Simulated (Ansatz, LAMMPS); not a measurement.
# An extra electron or hole in a frame of aqueous Zn2+ and BF4-, 3.4 mol of salt per kg of water from 400 K (180 atoms): runs compared

Does an extra electron or hole in a frame of aqueous Zn2+ and BF4-, 3.4 mol of salt per kg of water from 400 K (180 atoms) stay spread out, or do the atoms trap it?

Computed with Ansatz 0.2.0: Kohn-Sham DFT, PBE+D4, PAW (set soft_2), plane waves.

## Step 1: The cell as built

The cell holds 180 atoms: 6 B, 24 F, 49 O, 98 H and 3 Zn. Its edges and angles: a = 12.197 Å, b = 12.197 Å, c = 12.197 Å, α = 90.0°, β = 90.0°, γ = 90.0°. 49 H2O, 3 Zn2+, 6 BF4- placed at random, at 1.46 g/cm³; overlaps pushed apart, then 10 ps at 420 K with stiff harmonic cages for PF6 and BF4 with UFF radii; divalent ions of Li, Roberts, Chakravorty and Merz (J. Chem. Theory Comput. 9, 2733 (2013)); SPC/E water (Berendsen, Grigera and Straatsma, J. Phys. Chem. 91, 6269 (1987)); charges of ions scaled by 0.85. Snapshot after 20 ps at 400 K and fixed volume.

Limits known from the start: The network of contacts between molecules at the start is that of the classical potential that made the cell, and needn't be the one that DFT or experiment would give. Sampling is at Γ alone, for a cell whose shortest periodic width is 12 Å. The liquid is relaxed first, so the results are those of a frozen frame at zero temperature.

## Step 2: The reference run

The reference is a single point at the end of the relaxation.

The charged cells start from the geometry of this run, on a uniform background, with spin and a narrow Fermi–Dirac smearing.

Its input, with most atom lines left out:

```yaml
crystal:
  lattice:
    - [12.19687, 0.0, 0.0]
    - [0.0, 12.19687, 0.0]
    - [0.0, 0.0, 12.19687]
  atoms:
    - { symbol: B, position: [0.29873, 0.31163, 0.08858] }
    - { symbol: F, position: [0.21687, 0.31477, 0.17063] }
    - { symbol: F, position: [0.34971, 0.20919, 0.08693] }
    - { symbol: F, position: [0.37639, 0.39564, 0.10583] }
    - { symbol: F, position: [0.24739, 0.33046, 0.98393] }
    - { symbol: B, position: [0.1467, 0.56376, 0.86117] }
    - { symbol: F, position: [0.26128, 0.55184, 0.84762] }
    [... atom lines 8 to 180 left out ...]
kpoints:
  mp_grid: { grid: [1, 1, 1] }
hamiltonian:
  xc: pbe
  dispersion: d4
scf:
  occupations: { method: fixed }
output:
  forces: true
  stress: true
  populations: true
  dos:
    method: { smearing: { sigma: 0.15 } }
    de: 0.1
    projected: { site_lists: { B: [B], F: [F], H: [H], O: [O], Zn: [Zn] } }
  eigenvalues: true
  write_density: true
  write_potential: true
  volumetric_format: npy
```

```
free energy per atom   : -331.7490 eV/atom
r.m.s. force component : 0.00394 eV/Å
pressure               : -0.1424 GPa
```

Filled and empty levels are parted by 5.02 eV (at Γ alone); a semilocal functional tends to put such gaps too low. In a disordered cell it changes from sample to sample and from frame to frame.

## Step 3: The runs

Each row is one run, on 4 threads of Arm Neoverse V1, shared host. The free energy is the program's total, comparable only between runs with the same functional, potentials and atoms; between charge states it hangs on the program's zero of potential.

| run | atoms | outcome | ionic steps, all passes | free energy (eV) | time | host memory (GiB) |
| --- | --- | --- | --- | --- | --- | --- |
| Single point at the start | 180 | converged | - | -59698.395 | 25 s | 2.5 |
| Relaxation | 180 | converged | 74 | -59714.821 | 25 min | 2.5 |
| Single point at the relaxed geometry | 180 | converged | - | -59714.821 | 46 s | 2.8 |
| An extra electron, atoms held | 180 | converged | - | -59711.652 | 2.1 min | 4.7 |
| An extra electron, atoms relaxed | 180 | converged | 2 | -59711.663 | 2 min | 4.6 |
| An extra electron, levels at the relaxed geometry | 180 | converged | - | -59711.663 | 2 min | 4.7 |
| Neutral at the geometry of the electron | 180 | converged | - | -59714.815 | 44 s | 2.8 |
| An extra hole, atoms held | 180 | cut at the time limit | - | - | 3.8 min | 4.8 |
| An extra hole, atoms relaxed | 180 | cut at the time limit | 3 | - | 7.3 min | 4.6 |

In some runs the program notes that the exchange-correlation potential is rough where the density is thin and starting moments were not kept.

## Step 4: Energies and spread of the extra charge

Energies are differences within one cell and functional; the shift is the gain plus the neutral cell's energy at the new geometry, that is how much cheaper the vertical process becomes there. The spread is the participation number of the site moments (1/Σw², over the spin inside atomic spheres), with the atom that holds the largest share and the spin that the spheres hold in all.

```
 carrier  charged less neutral, atoms held (eV)  gain on relaxing (eV)  neutral cell at that geometry, less the reference (eV)  shift of the vertical energy (eV)  spread, atoms held  spread, relaxed
electron                                  3.169                  0.011                                                   0.006                              0.017                   -                -
```

## Step 5: Outcome

The extra electron gains 0.011 eV as the atoms relax: so small a gain shows no trapping at this level. The cell with the electron keeps a moment of only 0.00 μB where one unpaired electron should give 1 μB: the carrier is shared between both spins, which can hide trapping. The runs for the hole were not obtained.

Caveats: Single energies of charged cells hang on the program's zero of potential. In the spin-polarised runs the search for a state of lower energy was switched off. No distortion was seeded, so a trapped state behind a barrier can't be found. Local and semilocal functionals favour spread-out charges, so trapping can be missed. The concentration wasn't checked against solubility and may exceed it. The density was typed from a rule of thumb and may lie off the real one at this temperature. Charged cells carry a uniform background, with no correction for images.

The DFT runs together took 44 min of wall time.

[Logs are printed without paths, hosts, clocks, repeated set-up lines and the standing remarks that a program may print on its own settings, such as how far it seeks lower states.]

[Hosts, paths, dates, database ids (printed as entryN), source tags and the programs' standing remarks are cut or masked in the printed files.]
